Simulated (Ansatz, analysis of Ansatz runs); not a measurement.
# [AlO4]0 centre in alpha-quartz: hyperfine coupling against experiment

Aim: the hyperfine coupling of the [AlO4]0 centre in alpha-quartz, to be set beside the measurement. Set-up: HSE06, 36-site cell, PBE lattice, 420 eV, k: the zone centre alone, random start of 0.1 A, relaxed with the hybrid. The model is a cell of 36 host atoms with 1 Si taken out and 1 Al put in. The isotropic coupling follows from the spin density at the nucleus, the nuclear g-factor and the total spin. Exact exchange opens the gap, stiffens bonds and lessens the self-interaction error, at many times the cost.

What was measured. 17O that bears the hole, isotropic, printed as -26.0 G: -72.86 MHz, by EPR (quoted in “Hybrid functional calculations of the Al impurity in α-quartz: Hole localization and electron paramagnetic resonance parameters”, 2011, Roland Gillen and John Robertson, quoting earlier work (1981)). 27Al, isotropic, printed as -5.8 G: -16.25 MHz, by EPR (quoted in “Hybrid functional calculations of the Al impurity in α-quartz: Hole localization and electron paramagnetic resonance parameters”, 2011, Roland Gillen and John Robertson, quoting earlier work (1981)). The runs below try to reproduce this.

Calculated with Ansatz 0.2.0; plane-wave PAW DFT, HSE06; relaxation of all atoms of a defect supercell.

In doubt: the hybrid run may have settled on a false gap or state (step 2), so the values of those runs are not to be relied on.

### Step 1. Starting point

The cell holds 36 atoms: 11 Si, 24 O and 1 Al. Cell: a = 7.452 Å, b = 7.452 Å, c = 10.037 Å, α = 70.3°, β = 70.3°, γ = 71.4°. It derives from SiO2 (space group P3_221). Nearest the centre at fractional (0.500, 0.500, 0.515): Al24 at 0.03 Å, O29 at 1.61 Å, O36 at 1.61 Å, O14 at 1.65 Å, O7 at 1.65 Å, Si20 at 3.10 Å, Si21 at 3.10 Å, Si1 at 3.13 Å.

The host's primitive cell comes from a first run (plane-wave PAW DFT, PBE; relaxation of the host's cell and atoms): vectors of 5.018, 5.018 and 5.509 Å. That is 13.35 Å³ an atom, 6.1 % over the diffraction cell's volume. The supercell is built on it.

### Step 2. Relaxation, charge 0

Every later number rests on the structure around the defect, so the atoms are relaxed at the host's lattice first.

Contents of relax/input.yaml:

```yaml
relax:
  f_tol: 0.02
  max_steps: 80
  random_displacement: { amplitude: 0.1, seed: 140 }
crystal:
  lattice:
    - [-2.50916922, 4.34600857, 5.50897409]
    - [5.01833844, 0.0, 5.50897409]
    - [5.01833844, 8.69201714, 0.0]
  atoms:
    - { symbol: Si, position: [0.095148789, 0.571517878, 0.452425606] }
    - { symbol: Si, position: [0.595148789, 0.071517878, 0.202425606] }
    - { symbol: Si, position: [0.404851211, 0.928482122, 0.035758939] }
    - { symbol: Si, position: [0.904851211, 0.428482122, 0.285758939] }
    - { symbol: Si, position: [0.0, 0.0, 0.261815455] }
    - { symbol: Si, position: [0.5, 0.5, 0.011815455] }
    - { symbol: O, position: [0.317998505, 0.476285379, 0.46906075] }
    - { symbol: O, position: [0.817998505, 0.976285379, 0.21906075] }
    - { symbol: O, position: [0.437678715, 0.023271836, 0.36030408] }
    - { symbol: O, position: [0.937678715, 0.523271836, 0.11030408] }
    - { symbol: O, position: [0.435748606, 0.691868611, 0.074922257] }
    - { symbol: O, position: [0.935748606, 0.191868611, 0.324922257] }
    - { symbol: O, position: [0.182001495, 0.023714621, 0.116202692] }
    - { symbol: O, position: [0.682001495, 0.523714621, 0.366202692] }
    - { symbol: O, position: [0.062321285, 0.476728164, 0.340779355] }
    - { symbol: O, position: [0.562321285, 0.976728164, 0.090779355] }
    - { symbol: O, position: [0.064251394, 0.808131389, 0.388730866] }
    - { symbol: O, position: [0.564251394, 0.308131389, 0.138730866] }
    - { symbol: Si, position: [0.095148789, 0.571517878, 0.952425606] }
    - { symbol: Si, position: [0.595148789, 0.071517878, 0.702425606] }
    - { symbol: Si, position: [0.404851211, 0.928482122, 0.535758939] }
    - { symbol: Si, position: [0.904851211, 0.428482122, 0.785758939] }
    - { symbol: Si, position: [0.0, 0.0, 0.761815455] }
    - { symbol: Al, position: [0.5, 0.5, 0.511815455] }
    - { symbol: O, position: [0.317998505, 0.476285379, 0.96906075] }
    - { symbol: O, position: [0.817998505, 0.976285379, 0.71906075] }
    - { symbol: O, position: [0.437678715, 0.023271836, 0.86030408] }
    - { symbol: O, position: [0.937678715, 0.523271836, 0.61030408] }
    - { symbol: O, position: [0.435748606, 0.691868611, 0.574922257] }
    - { symbol: O, position: [0.935748606, 0.191868611, 0.824922257] }
    - { symbol: O, position: [0.182001495, 0.023714621, 0.616202692] }
    - { symbol: O, position: [0.682001495, 0.523714621, 0.866202692] }
    - { symbol: O, position: [0.062321285, 0.476728164, 0.840779355] }
    - { symbol: O, position: [0.562321285, 0.976728164, 0.590779355] }
    - { symbol: O, position: [0.064251394, 0.808131389, 0.888730866] }
    - { symbol: O, position: [0.564251394, 0.308131389, 0.638730866] }
basis:
  ecutwfc: 420
  xc_grid: 2
hamiltonian:
  xc: hse06
kpoints:
  mp_grid: { grid: [1, 1, 1] }
magnetization:
  spin_polarized: true
  initial_magnetization: 1
  spin_locking: { lock_magnetization: hard }
scf:
  occupations: { method: fermi_dirac, width: 0.01 }
  max_iter: 120
output:
  forces: true
checkpoint:
  write: "../relax.run"
  compress: false
  write_wavefunctions: true
  write_every: 100000
```

Run with:

```sh
$ ansatz run input.yaml --threads 2 --pin off --max-ram 3768MiB --backend cpu --events-out ev --progress --plain --runs-dir out
```

Numbers of over 12 decimals in the logs are rounded to 6 here.

Output:

```text
[... repeated set-up lines and file paths are left out, and long positions are rounded to six places ...]
exact exchange: scf.exx.singularity resolves to wigner_seitz, which cuts the screened interaction at the faces of the exchange supercell's Wigner-Seitz cell, so that each pair interacts once, at the shortest of its separations (the periodic images that this [...]
Engine: ansatz 0.2.0, x86_64-unknown-linux-gnu
Pseudopotentials: kind: paw
Pseudopotential: Si, paw, valence charge 4, recommended cutoff 420 eV (normal), Si.paw.azcp
Pseudopotential: O, paw, valence charge 6, recommended cutoff 420 eV (normal), O.paw.azcp
Pseudopotential: Al, paw, valence charge 3, recommended cutoff 420 eV (normal), Al.paw.azcp
Functional definition: HSE06
  parameter a = 0.25
  parameter omega = 0.11/bohr
  exchange = pbe_x - a*pbe_x_sr(omega) + a*exact_x_sr(omega)
  correlation = pbe_c
Crystal: 36 atoms, lattice volume = 480.597 Å³
Basis set: ecut = 420 eV, 9403 PW (Γ), exchange–correlation on 100×100×144 points (8 copies of the dense FFT grid, shifted against one another)
Bands: 132, of which v1, the nominal top of the filled ones, is band 96 counted from 1 (95 counted from 0)
Symmetry: 1 space group operations
k-points: 1
Non-local potential: Si, projectors of the file, l = 0: 2, l = 1: 2, l = 2: 2
Non-local potential: O, projectors of the file, l = 0: 2, l = 1: 2, l = 2: 1
Non-local potential: Al, projectors of the file, l = 0: 2, l = 1: 2, l = 2: 1
PAW form: soft (Blöchl's): semilocal exchange-correlation on the pseudo side does not see the compensation charge
PAW frozen core: Si, regenerated for the run's functional, and the local potential with it (the file was generated under x = pbe(κ = 0.804, μ = 0.219515), c = pbe(β = 0.066725))
PAW frozen core: O, regenerated for the run's functional, and the local potential with it (the file was generated under x = pbe(κ = 0.804, μ = 0.219515), c = pbe(β = 0.066725))
PAW frozen core: Al, regenerated for the run's functional, and the local potential with it (the file was generated under x = pbe(κ = 0.804, μ = 0.219515), c = pbe(β = 0.066725))
PAW one-centre angular grid: Si, 110 points (default); XC on 64 Gauss nodes
PAW one-centre angular grid: O, 110 points (default); XC on 96 Gauss nodes
PAW one-centre angular grid: Al, 110 points (default); XC on 64 Gauss nodes
Initial density: superposition of atomic densities (chi_scale 0.1, normalization cell, long waves kept (reshape's long-wave potential 0.06 eV rms))
Starting moments: Σ|m| = 1 μB on 36 of 36 sites
Initial wavefunctions: pseudopotential atomic-orbital guess
Functional: x = pbe(κ = 0.804, μ = 0.219515), c = pbe(β = 0.066725), warm-up for x = pbe(κ = 0.804, μ = 0.219515) + 0.25 (exact − pbe) at short range (hse, ω = 0.207870 Å⁻¹), c = pbe(β = 0.066725); [...]
iter 1 solved again at ethr=3.92e-2 eV; its pass at ethr=1.00e-1 eV (dr2=7.48e1 eV) is discarded
SCF iter   1: F=—  HF=-21204.218534 eV  |F-HF|=—  |Δ(HF+E_count)|=         —  Δρ=6.43e-2 (↑6.43e-2 ↓6.34e-2)  dr2=7.41e1  dr2_m=1.42e-1  M=1.000 μB ∫|m|=1.019 μB  β_m=0.30  ethr=3.92e-2  ⟨swp⟩=2.0  Hψ=1441  notcnv=0
preconditioner: auto → none  [insulator: Δε(μ)=0.058 eV  Ē_g=17.483 eV  σ=0.010 eV  W_gap=0.90  n_scr=102 (ndim 8)  ℏωp=23.4 eV  f_vac=0.011  D(μ)=9.78/eV (n_scr^D=60)]
SCF iter   2: F=—  HF=-21183.488805 eV  |F-HF|=—  |Δ(HF+E_count)|=    2.07e1  Δρ=3.00e-2 (↑2.39e-2 ↓3.00e-2)  dr2=1.04e1  dr2_m=3.15e-1  M=1.000 μB ∫|m|=1.057 μB  β_m=0.35  ethr=3.88e-2  ⟨swp⟩=4.0  Hψ=548  notcnv=0  defer=2
SCF iter   3: F=—  HF=-21183.858660 eV  |F-HF|=—  |Δ(HF+E_count)|=   3.70e-1  Δρ=2.52e-2 (↑1.67e-2 ↓2.52e-2)  dr2=7.22e0  dr2_m=2.25e-1  M=1.000 μB ∫|m|=1.076 μB  β_m=0.30  ethr=5.45e-3  ⟨swp⟩=6.0  Hψ=824  notcnv=0
SCF iter   4: F=—  HF=-21182.860774 eV  |F-HF|=—  |Δ(HF+E_count)|=   9.98e-1  Δρ=1.74e-2 (↑1.10e-2 ↓1.74e-2)  dr2=1.99e0  dr2_m=1.83e-1  M=1.000 μB ∫|m|=1.070 μB  β_m=0.41  ethr=3.78e-3  ⟨swp⟩=7.0  Hψ=649  notcnv=0  defer=1
SCF iter   5: F=—  HF=-21183.299263 eV  |F-HF|=—  |Δ(HF+E_count)|=   4.38e-1  Δρ=2.16e-2 (↑7.40e-3 ↓2.16e-2)  dr2=3.98e0  dr2_m=3.53e-1  M=1.000 μB ∫|m|=1.101 μB  β_m=0.33  ethr=1.04e-3  ⟨swp⟩=7.0  Hψ=725  notcnv=0  defer=2
SCF iter   6: F=—  HF=-21182.997905 eV  |F-HF|=—  |Δ(HF+E_count)|=   3.01e-1  Δρ=1.22e-2 (↑3.62e-3 ↓1.22e-2)  dr2=1.24e0  dr2_m=1.21e-1  M=1.000 μB ∫|m|=1.089 μB  β_m=0.26  ethr=1.04e-3  ⟨swp⟩=6.0  Hψ=641  notcnv=0  defer=2
SCF iter   7: F=—  HF=-21182.869689 eV  |F-HF|=—  |Δ(HF+E_count)|=   1.28e-1  Δρ=7.84e-3 (↑2.13e-3 ↓7.84e-3)  dr2=4.23e-1  dr2_m=5.69e-2  M=1.000 μB ∫|m|=1.084 μB  β_m=0.29  ethr=6.47e-4  ⟨swp⟩=5.0  Hψ=564  notcnv=0  defer=2
SCF iter   8: F=—  HF=-21182.826576 eV  |F-HF|=—  |Δ(HF+E_count)|=   4.31e-2  Δρ=5.48e-3 (↑1.42e-3 ↓5.48e-3)  dr2=1.56e-1  dr2_m=3.20e-2  M=1.000 μB ∫|m|=1.074 μB  β_m=0.30  ethr=2.21e-4  ⟨swp⟩=7.0  Hψ=636  notcnv=0  defer=2
SCF iter   9: F=—  HF=-21182.817032 eV  |F-HF|=—  |Δ(HF+E_count)|=   9.54e-3  Δρ=2.26e-3 (↑9.01e-4 ↓2.26e-3)  dr2=4.45e-2  dr2_m=5.70e-3  M=1.000 μB ∫|m|=1.071 μB  β_m=0.44  ethr=8.16e-5  ⟨swp⟩=7.0  Hψ=589  notcnv=0  defer=2
SCF iter  10: F=—  HF=-21182.824366 eV  |F-HF|=—  |Δ(HF+E_count)|=   7.33e-3  Δρ=3.95e-3 (↑5.71e-4 ↓3.95e-3)  dr2=1.05e-1  dr2_m=1.72e-2  M=1.000 μB ∫|m|=1.080 μB  β_m=0.35  ethr=2.33e-5  ⟨swp⟩=8.0  Hψ=702  notcnv=0  defer=2  recentre
SCF iter  11: F=—  HF=-21182.817297 eV  |F-HF|=—  |Δ(HF+E_count)|=   7.07e-3  Δρ=2.03e-3 (↑4.81e-4 ↓2.03e-3)  dr2=2.68e-2  dr2_m=4.60e-3  M=1.000 μB ∫|m|=1.075 μB  β_m=0.27  ethr=2.33e-5  ⟨swp⟩=7.0  Hψ=660  notcnv=0  defer=2
SCF iter  12: F=—  HF=-21182.818212 eV  |F-HF|=—  |Δ(HF+E_count)|=   9.15e-4  Δρ=2.74e-3 (↑3.18e-4 ↓2.74e-3)  dr2=4.13e-2  dr2_m=8.18e-3  M=1.000 μB ∫|m|=1.080 μB  β_m=0.19  ethr=1.40e-5  ⟨swp⟩=5.5  Hψ=566  notcnv=0  defer=1
SCF iter  13: F=—  HF=-21182.817209 eV  |F-HF|=—  |Δ(HF+E_count)|=   1.00e-3  Δρ=1.50e-3 (↑3.01e-4 ↓1.50e-3)  dr2=1.23e-2  dr2_m=2.53e-3  M=1.000 μB ∫|m|=1.080 μB  β_m=0.19  ethr=1.40e-5  ⟨swp⟩=2.0  Hψ=526  notcnv=0
SCF iter  14: F=—  HF=-21182.816839 eV  |F-HF|=—  |Δ(HF+E_count)|=   3.71e-4  Δρ=5.37e-4 (↑1.89e-4 ↓5.37e-4)  dr2=1.35e-3  dr2_m=3.89e-4  M=1.000 μB ∫|m|=1.080 μB  β_m=0.22  ethr=6.46e-6  ⟨swp⟩=4.0  Hψ=520  notcnv=0
SCF iter  15: F=—  HF=-21182.816844 eV  |F-HF|=—  |Δ(HF+E_count)|=   5.34e-6  Δρ=4.09e-4 (↑1.37e-4 ↓4.09e-4)  dr2=7.45e-4  dr2_m=2.48e-4  M=1.000 μB ∫|m|=1.081 μB  β_m=0.22  ethr=7.07e-7  ⟨swp⟩=4.5  Hψ=500  notcnv=0  defer=1
[...]
SCF iter   1: F=—  HF=-21191.227728 eV  |F-HF|=—  |Δ(HF+E_count)|=         —  Δρ=9.44e-7 (↑8.45e-7 ↓9.44e-7)  dr2=8.51e-9  dr2_m=6.90e-10  M=1.000 μB ∫|m|=1.125 μB  β_m=0.30  ethr=5.51e-11  ⟨swp⟩=11.0  Hψ=857  notcnv=0
SCF iter   2: F=—  HF=-21191.227728 eV  |F-HF|=—  |Δ(HF+E_count)|=   2.38e-9  Δρ=6.62e-7 (↑3.71e-7 ↓6.62e-7)  dr2=1.41e-9  dr2_m=5.92e-10  M=1.000 μB ∫|m|=1.125 μB  β_m=0.39  ethr=4.38e-12  ⟨swp⟩=3.0  Hψ=481  notcnv=0
SCF iter   3: F=-21191.227728 eV  HF=-21191.227728 eV  |F-HF|=2.73e-10  |Δ(HF+E_count)|=  3.93e-10  Δρ=4.90e-7 (↑2.10e-7 ↓4.90e-7)  dr2=5.68e-10  dr2_m=3.38e-10  M=1.000 μB ∫|m|=1.125 μB  ethr=1.40e-12 (applied; sched 1.00e-12)  ⟨swp⟩=4.0  Hψ=607  notcnv=0
SCF 57 converged in 3 iterations: F = -21191.227728 eV  dr2 = 5.68e-10
  Residual-converged pass: ⟨swp⟩=2.0  Hψ=455  notcnv=0  max |occ|·‖R‖ = 4.7e-7 eV (tolerance 5.3e-7 eV)  dr2=5.73e-10  dr2_m=3.39e-10  dr2_onsite=8.58e-11  max |Δocc| = 0.0e0
hybrid outer 3: dexx = +1.375e-9 eV, tail = 5.84e-9 eV, Δε = 5.83e-5 eV (about 1.17e-4 eV left of the loop's levels), ΔF = 7.84e-4 eV/Å (tail 1.63e-3)
this state was not tested for a lower state beside it, because the functional holds exact exchange (a hybrid, or Hartree-Fock), whose exchange loop this test does not read (fock_operator); [...]
relax step  18: F+E_penalty+E_count = -21191.22772839 eV  Δ(F+E_penalty+E_count) = -3.462e-4 eV  max|allowed force component| = 1.235e-2 eV/Å  Δτ_max = 0.0076 Å  (16 SCF iters, accepted)
hybrid SCF converged: 3 outer / 16 inner (+0 warm-up), last move |dexx| = 1.38e-9 eV, tail = 5.84e-9 eV
Magnetization: 1.0000 μB (96.0000 up, 95.0000 down)
Absolute magnetization: 1.1265 μB (∫|ρ↑−ρ↓|, with the PAW one-centre terms)
Spin contamination: 0.0050 ħ² per cell (⟨S²⟩ above its minimum at these occupations)
Per-site moments (μB) at R_I (Å): [(-5.3643083437274804e-5, 0.654692), (-7.632514541556254e-6, 0.662082), (-6.603666923776869e-6, 0.660113), [... 33 left out ...]
Free energy (F): -21191.227728 eV
Harris-Foulkes:  -21191.227728 eV  (|F-HF|=2.76e-10)
Internal energy: -21191.227728 eV  (E = F + TS)
E sigma→0 (E₀):  -21191.227728 eV
Fermi energy:    1.525040 (↑ 4.491248, ↓ 1.524575) eV
--- Per-component energies (eV) ---
  E_band       = -1264.312578
  E_kinetic    = 4833.219741
  E_local      = -12300.886178  (includes V_loc(G=0)·N_el)
  E_nonlocal   = 1396.958574
  E_hartree    = 4458.948458
  E_xc         = -1957.950120
  E_vxc        = -2254.665371  (∫ρ·V_xc dr)
  E_exx        = -550.100200  (= α·E_x^exact, valence–valence)
  E_paw        = -9862.283274  (= ΣΔE_a)
  E_vpaw       = -756.697006  (= ΣTr[D̂ρ^β])
  E_aug_tail   = 0.061840  (compensation charges beyond the density's cutoff)
  E_ewald      = -7207.861603
  E_core_change = -1.334965  (= ΣΔE_core)
  E_smearing   = -0.000000  (= −TS)
  E_closure    = -0.000000  (closes the sum)
  Σ components = -21191.227728   (vs F -21191.227728, Δ=0.00e0)
--- Forces (eV/Å), atoms counted from 1 ---
  atom   1  Si     0.00262151    -0.01235006     0.00427947
  atom   2  Si    -0.00083488     0.00250184     0.00853735
  atom   3  Si     0.00152450     0.00694717    -0.00355906
  atom   4  Si    -0.00896880     0.00343580     0.00712823
  atom   5  Si     0.00486074    -0.00004695    -0.00211665
  atom   6  Si     0.00141525     0.00016264     0.00342723
  atom   7  O      0.00086855    -0.00244237    -0.00402817
  atom   8  O     -0.00251537     0.00047123     0.00300922
  atom   9  O     -0.00201583     0.00263980    -0.00666269
  atom  10  O      0.00047446     0.00024082     0.00438295
  atom  11  O     -0.00401641    -0.00091619     0.00526032
  atom  12  O      0.00026118    -0.00466868     0.00734011
  atom  13  O     -0.00389428    -0.00034717    -0.00556358
  atom  14  O      0.00387246    -0.00056293    -0.00239121
  atom  15  O     -0.00198370     0.00708088    -0.00442257
  atom  16  O      0.00189101    -0.00278404    -0.00368765
  atom  17  O     -0.00405271     0.00010374    -0.00586524
  atom  18  O      0.00579262     0.00521240    -0.00650538
  atom  19  Si     0.00104208     0.00164535    -0.00437329
  atom  20  Si     0.00369769     0.00308781    -0.00370195
  atom  21  Si    -0.00158685    -0.00057886     0.00520464
  atom  22  Si    -0.00129489     0.00428069     0.00870098
  atom  23  Si     0.00085934    -0.00159362    -0.00194492
  atom  24  Al     0.00997920     0.00609053     0.00976141
  atom  25  O     -0.00045861    -0.00331649    -0.00354560
  atom  26  O     -0.00314889     0.00159045    -0.00311248
  atom  27  O      0.00199979    -0.00444922     0.00718110
  atom  28  O      0.00306257     0.00005885    -0.00625848
  atom  29  O     -0.00350035    -0.00901834    -0.00716533
  atom  30  O     -0.00151675    -0.00221022    -0.00086912
  atom  31  O      0.00576363     0.00744459     0.00172910
  atom  32  O     -0.00057010    -0.00255651    -0.00744434
  atom  33  O      0.00193416    -0.00159175    -0.00090565
  atom  34  O     -0.00341206    -0.00202904    -0.00013061
  atom  35  O     -0.00403072    -0.00053690     0.00802926
  atom  36  O     -0.00409589    -0.00098544     0.00028205
  max |Σ_I F_I| component: 2.36e-5 eV/Å
--- Band table (eV) ---
  k-point 0 ↑: bands = ["-20.6467", "-20.1137", "-19.8370", "-19.6292", [... 112 left out ...] "12.9709", "13.0518", "13.0725", "13.1796"]
  k-point 0 ↓: bands = ["-20.3456", "-19.8918", "-19.8199", "-19.4792", [... 112 left out ...] "12.9804", "13.0718", "13.0803", "13.2129"]
  guard bands above this table: 12 of the run's 132 bands. The solve was not asked for them (output.publish_guard_bands: true or output.eigenvalues: true publishes all)
--- Relaxed structure (18 steps of the walk, 16 accepted, 0 SCFs on fresh bases) ---
  F+E_penalty+E_count = -21191.22772839 eV   max|allowed force component| = 1.235e-2 eV/Å
  atoms:
    - { symbol: Si, position: [0.090896, 0.572041, 0.452551] }
    - { symbol: Si, position: [0.588292, 0.075015, 0.204311] }
    - { symbol: Si, position: [0.403852, 0.921775, 0.037696] }
    - { symbol: Si, position: [0.916633, 0.421413, 0.271536] }
    - { symbol: Si, position: [-0.003948, -0.006714, 0.255827] }
    - { symbol: Si, position: [0.506009, 0.500089, 0.006128] }
    - { symbol: O, position: [0.311255, 0.475415, 0.461036] }
    - { symbol: O, position: [0.810138, 0.975163, 0.218490] }
    - { symbol: O, position: [0.436115, 0.047768, 0.362958] }
    - { symbol: O, position: [0.952805, 0.521516, 0.100397] }
    - { symbol: O, position: [0.438489, 0.686859, 0.073103] }
    - { symbol: O, position: [0.935560, 0.191681, 0.310525] }
    - { symbol: O, position: [0.177506, 0.010453, 0.112543] }
    - { symbol: O, position: [0.686551, 0.525936, 0.352231] }
    - { symbol: O, position: [0.037671, 0.480505, 0.347171] }
    - { symbol: O, position: [0.545918, 0.971348, 0.104482] }
    - { symbol: O, position: [0.056165, 0.806751, 0.384321] }
    - { symbol: O, position: [0.569112, 0.306690, 0.129790] }
    - { symbol: Si, position: [0.106624, 0.574796, 0.941233] }
    - { symbol: Si, position: [0.602561, 0.072315, 0.707096] }
    - { symbol: Si, position: [0.406492, 0.943722, 0.536784] }
    - { symbol: Si, position: [0.909067, 0.429156, 0.783439] }
    - { symbol: Si, position: [0.004239, 0.003396, 0.760483] }
    - { symbol: Al, position: [0.485497, 0.499357, 0.525969] }
    - { symbol: O, position: [0.325321, 0.480116, 0.961820] }
    - { symbol: O, position: [0.823760, 0.970291, 0.724732] }
    - { symbol: O, position: [0.447945, 0.015486, 0.864539] }
    - { symbol: O, position: [0.937549, 0.525755, 0.610309] }
    - { symbol: O, position: [0.439515, 0.713915, 0.567856] }
    - { symbol: O, position: [0.936905, 0.194750, 0.823325] }
    - { symbol: O, position: [0.182878, 0.035572, 0.616521] }
    - { symbol: O, position: [0.690728, 0.524891, 0.866229] }
    - { symbol: O, position: [0.069430, 0.479319, 0.833654] }
    - { symbol: O, position: [0.562547, 0.989141, 0.593115] }
    - { symbol: O, position: [0.074403, 0.809331, 0.883181] }
    - { symbol: O, position: [0.578209, 0.302855, 0.649866] }
```

Elapsed: 12 min, on 2 threads of Intel Xeon 6975P-C (Granite Rapids), shared host; peak memory 1.2 GiB; 23 min of CPU time.

[end of part 1 of 2]

[Logs are printed without paths, hosts, clocks, repeated set-up lines and the standing remarks that a program may print on its own settings, such as how far it seeks lower states.]

[Hosts, paths, dates, database ids (printed as entryN), source tags and the programs' standing remarks are cut or masked in the printed files.]

[For some hosts the program warned that the k-mesh of the response run may be too coarse for force constants and the static dielectric constant; such warnings are not shown here.]
